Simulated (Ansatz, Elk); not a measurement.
## Bonding as seen by X-rays: Zr2PN

The structure of Zr2PN used here is made up (a known structure type with other elements) and was relaxed beforehand with PBEsol. The aim is the Fourier transform of its all-electron density, F(hkl), set beside the sum over free spherical atoms that refinements use.

Calculated with Elk 11.2.3 (patched build); DFT, PBE, all-electron APW+lo, Dirac cores, scalar-relativistic bands, static density, no spin.

The structure was built from a prototype and need not be the compound's stable phase.

## Step 1: Set-up

It takes space group P6_3/mmc (No. 194, hexagonal). The conventional cell has a = 3.372 Å, b = 3.372 Å, c = 12.255 Å, α = 90.00°, β = 90.00°, γ = 120.00°. Nearest to Zr lie 3 N at 2.41 Å and 3 P at 2.55 Å. Nearest to P lie 6 Zr at 2.55 Å. Nearest to N lie 6 Zr at 2.41 Å. Farther neighbours and most contacts between anions are not listed.

## Step 2: Ground state and structure factors

An all-electron density is needed, since X-rays see the cores too. Task 0 finds the density and task 195 Fourier-transforms it; tshift is off so that phases refer to the origin typed.

elk.in reads:

```
tasks
  0
  195

xctype
  20

spinpol
  .false.

rgkmax
  7.0

gmaxvr
  14.0

lmaxo
  7

lmaxapw
  8

swidth
  0.002

tshift
  .false.

ramdisk
  .false.

hmaxvr
  5.5

maxscl
  120

epspot
  1e-06

sppath
  './'

avec
  6.37173614829 0.00000000000 0.00000000000
  -3.18586807415 5.51808537063 0.00000000000
  0.00000000000 0.00000000000 23.15906863330

atoms
  3
  'Zr.in'
  4
  0.3333333333 0.6666666667 0.1346668629   0.000000 0.000000 0.000000
  0.6666666667 0.3333333333 0.6346668629   0.000000 0.000000 0.000000
  0.6666666667 0.3333333333 0.8653331371   0.000000 0.000000 0.000000
  0.3333333333 0.6666666667 0.3653331371   0.000000 0.000000 0.000000
  'P.in'
  2
  -0.0000000000 -0.0000000000 0.0000000000   0.000000 0.000000 0.000000
  -0.0000000000 -0.0000000000 0.5000000000   0.000000 0.000000 0.000000
  'N.in'
  2
  0.3333333333 0.6666666667 0.7500000000   0.000000 0.000000 0.000000
  0.6666666667 0.3333333333 0.2500000000   0.000000 0.000000 0.000000

ngridk
  8 8 2
```

Command:

```sh
$ OMP_NUM_THREADS=4 elk
```

Numbers of over 12 decimals in the logs are rounded to 6 here.

The program printed:

```text
┌─────────────────────────┐
│ Elk code version 11.2.3 │
└─────────────────────────┘

All units are atomic (Hartree, Bohr, etc.)

┌─────────────────────────────────────────────────┐
│ Ground-state run starting from atomic densities │
└─────────────────────────────────────────────────┘

Lattice vectors :
   6.371736148       0.000000000       0.000000000
  -3.185868074       5.518085371       0.000000000
   0.000000000       0.000000000       23.15906863

Reciprocal lattice vectors :
  0.9861025568      0.5693265766      -0.000000000
   0.000000000       1.138653153       0.000000000
   0.000000000      -0.000000000      0.2713056128

Unit cell volume      :    814.2678514
Brillouin zone volume :   0.3046297518

Muffin-tin inner radius fraction :   0.1000000000E-01

Nuclei treated as point charges

Species : 1 (Zr)
 parameters loaded from : Zr.in
 name : zirconium
 nuclear charge    :   -40.00000000
 electronic charge :    40.00000000
 atomic mass :    166291.1793
 muffin-tin radius :    2.585281593
 number of radial points in muffin-tin :   1193
 inner part over the whole radius :   0.9984267135E-02
 number on inner part of muffin-tin    :    848
 approximate nuclear radius :   0.8202877663E-04
 number of mesh points to nuclear radius :    417
 atomic positions (lattice), magnetic fields (Cartesian) :
  1 :   0.33333333 -0.33333333  0.13466686    0.00000000  0.00000000  0.00000000
  2 :  -0.33333333  0.33333333 -0.36533314    0.00000000  0.00000000  0.00000000
  3 :  -0.33333333  0.33333333 -0.13466686    0.00000000  0.00000000  0.00000000
  4 :   0.33333333 -0.33333333  0.36533314    0.00000000  0.00000000  0.00000000

Species : 2 (P)
 parameters loaded from : P.in
 name : phosphorus
 nuclear charge    :   -15.00000000
 electronic charge :    15.00000000
 atomic mass :    56461.71230
 muffin-tin radius :    2.187545963
 number of radial points in muffin-tin :    793
 inner part over the whole radius :   0.9813557561E-02
 number on inner part of muffin-tin    :    553
 approximate nuclear radius :   0.6081821256E-04
 number of mesh points to nuclear radius :    249
 atomic positions (lattice), magnetic fields (Cartesian) :
  1 :   0.00000000  0.00000000  0.00000000    0.00000000  0.00000000  0.00000000
  2 :   0.00000000  0.00000000  0.50000000    0.00000000  0.00000000  0.00000000

Species : 3 (N)
 parameters loaded from : N.in
 name : nitrogen
 nuclear charge    :   -7.000000000
 electronic charge :    7.000000000
 atomic mass :    25532.65216
 muffin-tin radius :    1.800000000
 number of radial points in muffin-tin :    593
 inner part over the whole radius :   0.9919300552E-02
 number on inner part of muffin-tin    :    407
 approximate nuclear radius :   0.4939692610E-04
 number of mesh points to nuclear radius :    170
 atomic positions (lattice), magnetic fields (Cartesian) :
  1 :   0.33333333 -0.33333333 -0.25000000    0.00000000  0.00000000  0.00000000
  2 :  -0.33333333  0.33333333  0.25000000    0.00000000  0.00000000  0.00000000

Total number of atoms per unit cell :    8
Total muffin-tin volume :    426.0718737
 ratio of muffin-tin to unit cell volume :   0.5232576394

Spin treatment :
 spin-unpolarised

Number of Bravais lattice symmetries :   24
Number of crystal symmetries         :   24
Crystal has inversion symmetry
Real symmetric eigensolver will be used

k-point grid :      8     8     2
k-point offset :    0.000000000       0.000000000       0.000000000
k-point set is reduced with full crystal symmetry group
Total number of k-points :       20

Muffin-tin radius times maximum |G+k| :    7.000000000
 using average radius
Maximum |G+k| for APW functions       :    3.057399682
Maximum (1/2)|G+k|²                   :    4.673846408
Maximum |G| for potential and density :    14.00000000
Constant for pseudocharge density :    9
 order of it for each species :   16  16  16
 order of it for pair densities of each species (exact exchange by exxq0 0: 17) :   12   8   5
Radial integration step length :    1

[...]
exchange                    :     -508.08966189618
 correlation                 :     -9.899459
 electron entropic           :    -0.70395361040053E-03
 total energy                :     -15192.743895461

Density of states at Fermi energy :    51.28118158
 (states/Hartree/unit cell)

Estimated indirect band gap :   0.9752718325E-02
 from k-point 1 to k-point 9
Estimated direct band gap   :   0.1568049349E-01
 at k-point 2

Charges :
 core                        :    136.0000000
 valence                     :    68.00000000
 interstitial                :    11.29620116
 muffin-tins (core leakage)
  species : 1 (Zr)
[...]
species : 2 (P)
[...]
species : 3 (N)
[...]
total in muffin-tins        :    192.7037988
 total calculated charge     :    203.9962221
 total charge                :    204.0000000
 error                       :   0.3777909976E-02

RMS change in Kohn-Sham potential (target) :    1.045481963     (  0.1000000000E-05)
Absolute change in total energy (target)   :   0.2337119334     (  0.1000000000E-03)

[... loops 3 to 15 left out ...]

┌──────────────────┐
│ Loop number : 16 │
└──────────────────┘

Energies :
 Fermi                       :     0.397810
 sum of occupied eigenvalues :     -8943.6637038671
 electron kinetic            :      15672.467896451
 core electron kinetic       :      15358.527051112
 Coulomb                     :     -30345.503019238
 Coulomb potential           :     -23942.038198519
 nuclear-nuclear             :     -1899.3780879706
 electron-nuclear            :     -32995.815921137
 Hartree                     :      4549.6909898700
 Madelung                    :     -18374.483919978
 xc potential                :     -674.09340179911
 exchange                    :     -507.93605975448
 correlation                 :     -9.933301
 electron entropic           :    -0.74509196512594E-03
 total energy                :     -15190.905228966

Density of states at Fermi energy :    55.53110166
 (states/Hartree/unit cell)

Estimated indirect band gap :   0.2529605751E-02
 from k-point 9 to k-point 19
Estimated direct band gap   :   0.6021809012E-02
 at k-point 9

Charges :
 core                        :    136.0000000
 valence                     :    68.00000000
 interstitial                :    11.60618537
 muffin-tins (core leakage)
  species : 1 (Zr)
[...]
species : 2 (P)
[...]
species : 3 (N)
[...]
total in muffin-tins        :    192.3938146
 total calculated charge     :    203.9964046
 total charge                :    204.0000000
 error                       :   0.3595350690E-02

RMS change in Kohn-Sham potential (target) :   0.6890516882E-06 (  0.1000000000E-05)
Absolute change in total energy (target)   :   0.9717192916E-04 (  0.1000000000E-03)

Convergence targets achieved

┌──────────────────┐
│ Loop number : 17 │
└──────────────────┘

Energies :
 Fermi                       :     0.397810
 sum of occupied eigenvalues :     -8943.6637118664
 electron kinetic            :      15672.467870126
 core electron kinetic       :      15358.527017711
 Coulomb                     :     -30345.503007684
 Coulomb potential           :     -23942.038184970
 nuclear-nuclear             :     -1899.3780879706
 electron-nuclear            :     -32995.815910812
 Hartree                     :      4549.6909910990
 Madelung                    :     -18374.483915198
 xc potential                :     -674.09339702233
 exchange                    :     -507.93605943816
 correlation                 :     -9.933301
 electron entropic           :    -0.74509322502255E-03
 total energy                :     -15190.905243418

Density of states at Fermi energy :    55.53120907
 (states/Hartree/unit cell)

Estimated indirect band gap :   0.2529595962E-02
 from k-point 9 to k-point 19
Estimated direct band gap   :   0.6021785586E-02
 at k-point 9

Charges :
 core                        :    136.0000000
 valence                     :    68.00000000
 interstitial                :    11.60618523
 muffin-tins (core leakage)
  species : 1 (Zr)
[...]
species : 2 (P)
[...]
atom 2                    :    13.61613047     (  0.3511237596E-03)
  species : 3 (N)
   atom 1                    :    6.430569332     ( -0.8220245284E-07)
   atom 2                    :    6.430569332     ( -0.8220245284E-07)
 total in muffin-tins        :    192.3938148
 total calculated charge     :    203.9964046
 total charge                :    204.0000000
 error                       :   0.3595350397E-02

┌──────────────────────────────┐
│ Self-consistent loop stopped │
└──────────────────────────────┘

Warning : core states of species 2 leak from the muffin-tin :   0.3511237596E-03

Wrote STATE.OUT
```

It took 49 s on 4 threads of Arm Neoverse V2, shared host; peak memory 0.25 GiB.

SFACRHO.OUT:

```text

h k l indices transformed by vhmat matrix:
   1.000000000       0.000000000       0.000000000    
   0.000000000       1.000000000       0.000000000    
   0.000000000       0.000000000       1.000000000    

      h      k      l  multipl.   |H|            Re(F)            Im(F)           |F|

      0      0      0      1   0.0000000       204.00000     -0.19086352E-15   204.00000    
      0      0     -1      2  0.27130561     -0.14570967E-14 -0.11300236E-13  0.11393791E-13
      0      0     -2      2  0.54261123      -3.6340361     -0.69344309E-14   3.6340361    
      0      0     -3      2  0.81391684     -0.39540699E-13  0.52969858E-13  0.66100475E-13
      0      0     -4      2   1.0852225      -94.582429     -0.51291519E-13   94.582429    
      1     -1      0      6   1.1386532      -48.281990     -0.20481679E-13   48.281990    
      0      1      1      6   1.1705288       75.176436     -0.32135047E-13   75.176436    
      1      0      1      6   1.1705288      -75.176436      0.73804669E-13   75.176436    
      1      0     -2      6   1.2613318       34.199888      0.21187943E-14   34.199888    
      1     -1     -2      6   1.2613318       34.199888     -0.10593972E-14   34.199888    
      0      0      5      2   1.3565281      0.77250668E-13 -0.84045509E-13  0.11415478E-12
      1     -1     -3      6   1.3996398      -68.484369     -0.12006501E-13   68.484369    
     -1      0      3      6   1.3996398       68.484369      0.57384013E-13   68.484369    
      1      0     -4      6   1.5729713       72.432069      0.52969858E-13   72.432069    
      0      1     -4      6   1.5729713       72.432069     -0.22600473E-13   72.432069    
      0      0      6      2   1.6278337       52.293574      0.14478006E-13   52.293574    
     -1      0     -5      6   1.7710729       93.548668      0.78395390E-13   93.548668    
      0      1      5      6   1.7710729      -93.548668      0.89519061E-13   93.548668
```

Elk indexes on the primitive cell of elk.in and gives |H| = 4π sin θ/λ in inverse bohr. Below, one row stands for each form hkl of the conventional cell (m members, Friedel mates merged), F is for one primitive cell and the density is static (no thermal factor). Free-atom factors are Waasmaier and Kirfel's, and R is Σm||F|−|F'||/Σm|F|.

```csv
hkl,m,sin θ/λ (Å⁻¹),"abs F, DFT",neutral atoms,diff.
001,2,0.041,0.000,0.000,+0.000
002,2,0.082,3.634,3.622,+0.012
003,2,0.122,0.000,0.000,+0.000
004,2,0.163,94.582,95.615,-1.033
100,6,0.171,48.282,48.353,-0.071
101,12,0.176,75.176,75.653,-0.477
102,12,0.190,34.200,33.583,+0.617
005,2,0.204,0.000,0.000,+0.000
103,12,0.210,68.484,68.327,+0.158
104,12,0.236,72.432,72.891,-0.459
006,2,0.245,52.294,52.970,-0.677
105,12,0.266,93.549,93.675,-0.127
007,2,0.286,0.000,0.000,+0.000
110,6,0.297,132.818,132.763,+0.055
106,12,0.299,0.829,1.106,-0.277
111,12,0.299,0.000,0.000,+0.000
112,12,0.308,2.418,2.267,+0.151
113,12,0.321,0.000,0.000,+0.000
008,2,0.326,114.658,114.758,-0.100
107,12,0.333,26.694,26.541,+0.153
114,12,0.339,77.963,77.567,+0.396
200,6,0.343,37.752,37.602,+0.150
```

## Step 3: The highest occupied states alone

An energy window below the Fermi level keeps the highest occupied states, to see at which angles they scatter; shallow core shells can lie inside it and anion s states outside. No new self-consistency is needed.

Edit elk.in of step 2 so:

```diff
@@ -1,3 +1,2 @@
 tasks
-  0
   195
@@ -40,2 +39,5 @@
 
+wsfac
+  -0.153430 0.697810
+
 sppath
```

Command:

```sh
$ OMP_NUM_THREADS=4 elk
```

The program printed:

```text
┌─────────────────────────────────┐
│ Elk code version 11.2.3 started │
└─────────────────────────────────┘

Info(readinput): the functional depends on the density's gradient
 muffin-tin radial points multiplied by    2.00000
 (not where nrmtscf is given)

┌────────────────────┐
│ Current task : 195 │
└────────────────────┘
Info(checkmt): changed muffin-tin radius of species 1 (Zr) from   2.6000 to   2.5853
Info(checkmt): changed muffin-tin radius of species 2 (P) from   2.2000 to   2.1875

Info(sfacrho): density structure factors written to SFACRHO.OUT

 Energy window :  -0.1534300000      0.6978100000

┌──────────────────┐
│ Elk code stopped │
└──────────────────┘
```

Run time: 19 s. Hardware: 4 threads; peak memory 0.17 GiB.

States within 15 eV below the Fermi level hold 36.00 electrons; any levels below the window count with the cores. Their amplitudes can exceed the total, where window and core parts have opposite phase:

```
hkl  sin θ/λ (Å⁻¹)  abs F, window  abs F, all
001          0.041          0.000       0.000
002          0.082          2.509       3.634
003          0.122          0.000       0.000
004          0.163          8.070      94.582
100          0.171          1.151      48.282
101          0.176          4.112      75.176
102          0.190          5.836      34.200
005          0.204          0.000       0.000
103          0.210          5.066      68.484
104          0.236          0.971      72.432
```

## Step 4: Another functional

The difference from free atoms is small, so it is set against the change that PBEsol makes.

Edit elk.in of step 3 so:

```diff
@@ -1,2 +1,3 @@
 tasks
+  0
   195
@@ -4,3 +5,3 @@
 xctype
-  20
+  22
 
@@ -39,5 +40,2 @@
 
-wsfac
-  -0.153430 0.697810
-
 sppath
```

Command:

```sh
$ OMP_NUM_THREADS=4 elk
```

The program printed:

```text
┌─────────────────────────┐
│ Elk code version 11.2.3 │
└─────────────────────────┘

All units are atomic (Hartree, Bohr, etc.)

┌─────────────────────────────────────────────────┐
│ Ground-state run starting from atomic densities │
└─────────────────────────────────────────────────┘

Lattice vectors :
   6.371736148       0.000000000       0.000000000
  -3.185868074       5.518085371       0.000000000
   0.000000000       0.000000000       23.15906863

Reciprocal lattice vectors :
  0.9861025568      0.5693265766      -0.000000000
[...]
species : 1 (Zr)
[...]
species : 2 (P)
[...]
species : 3 (N)
   atom 1                    :    6.405778152     ( -0.7453550221E-07)
   atom 2                    :    6.405778152     ( -0.7453550221E-07)
 total in muffin-tins        :    192.3426175
 total calculated charge     :    203.9964123
 total charge                :    204.0000000
 error                       :   0.3587711658E-02

┌──────────────────────────────┐
│ Self-consistent loop stopped │
└──────────────────────────────┘

Warning : core states of species 2 leak from the muffin-tin :   0.3544059241E-03

Wrote STATE.OUT
[key lines of the parts left out:]
total energy                :     -15181.270633298
```

Elapsed: 50 s, on 4 threads; peak memory 0.28 GiB.

Against the first run R = 0.03 %; the largest change is +0.049 at 004.

## Step 5: A coarser k-mesh

About half the k-points along each axis test the sampling.

Edit elk.in of step 4 so:

```diff
@@ -5,3 +5,3 @@
 xctype
-  22
+  20
 
@@ -66,2 +66,2 @@
 ngridk
-  8 8 2
+  4 4 1
```

Command:

```sh
$ OMP_NUM_THREADS=4 elk
```

The program printed:

```text
┌─────────────────────────┐
│ Elk code version 11.2.3 │
└─────────────────────────┘

All units are atomic (Hartree, Bohr, etc.)

┌─────────────────────────────────────────────────┐
│ Ground-state run starting from atomic densities │
└─────────────────────────────────────────────────┘

Lattice vectors :
   6.371736148       0.000000000       0.000000000
  -3.185868074       5.518085371       0.000000000
   0.000000000       0.000000000       23.15906863

Reciprocal lattice vectors :
  0.9861025568      0.5693265766      -0.000000000
[...]
species : 1 (Zr)
[...]
species : 2 (P)
[...]
species : 3 (N)
   atom 1                    :    6.432694087     ( -0.8217209180E-07)
   atom 2                    :    6.432694087     ( -0.8217209180E-07)
 total in muffin-tins        :    192.3980915
 total calculated charge     :    203.9964313
 total charge                :    204.0000000
 error                       :   0.3568717325E-02

┌──────────────────────────────┐
│ Self-consistent loop stopped │
└──────────────────────────────┘

Warning : core states of species 2 leak from the muffin-tin :   0.3509446602E-03

Wrote STATE.OUT
[key lines of the parts left out:]
total energy                :     -15190.901246693
```

Elapsed: 30 s, on 4 threads; peak memory 0.25 GiB.

Against the first run R = 0.01 %; the largest change is -0.067 at 008.

## Step 6: Settings against the effect

| run | R against the first run (%) | R against neutral atoms, low angle (%) | wall time |
| --- | --- | --- | --- |
| PBE, rgkmax 7 | 0.00 | 0.54 | 49 s |
| PBEsol | 0.03 | 0.51 | 50 s |
| k-mesh 4×4×1 | 0.01 | 0.53 | 30 s |

## Step 7: Outcome

```json
{"R against neutral atoms, sin θ/λ < 0.3 Å⁻¹": "0.54 %", "R against neutral atoms, 0.3 to 0.79 Å⁻¹": "0.21 %"}
```

In words: Independent neutral atoms miss the calculated amplitudes by R = 0.54 % below 0.3 Å⁻¹ and 0.21 % from there to 0.79 Å⁻¹; by shells, 0.34 % below 0.15 Å⁻¹ (1 form), 0.54 % 0.15 to 0.3 (10 forms), 0.29 % 0.3 to 0.45 (18 forms), 0.20 % above 0.45 (90 forms). Bonding, aspherical density and the tables' own atoms all enter these figures, and the runs don't part them. The largest change of an amplitude is -1.03 electrons, at 004. Weak lines can change much in proportion: 106 goes from 1.11 to 0.83. The window's part falls from 36.0 electrons at the origin to at most 0.52 between 0.45 and 0.79 Å⁻¹. Below 0.3 Å⁻¹ the changes that finished (PBEsol and k-mesh 4×4×1) move F by R = 0.04 % at most, against the 0.54 % that separates it from free atoms. The basis has no finished test. Part of the difference isn't bonding: the tables are fits to free atoms and ions calculated by other methods than this functional. Thermal motion, anomalous dispersion and extinction are left out.

[Logs are printed without paths, hosts, clocks, repeated set-up lines and the standing remarks that a program may print on its own settings, such as how far it seeks lower states.]

[Hosts, paths, dates, database ids (printed as entryN), source tags and the programs' standing remarks are cut or masked in the printed files.]
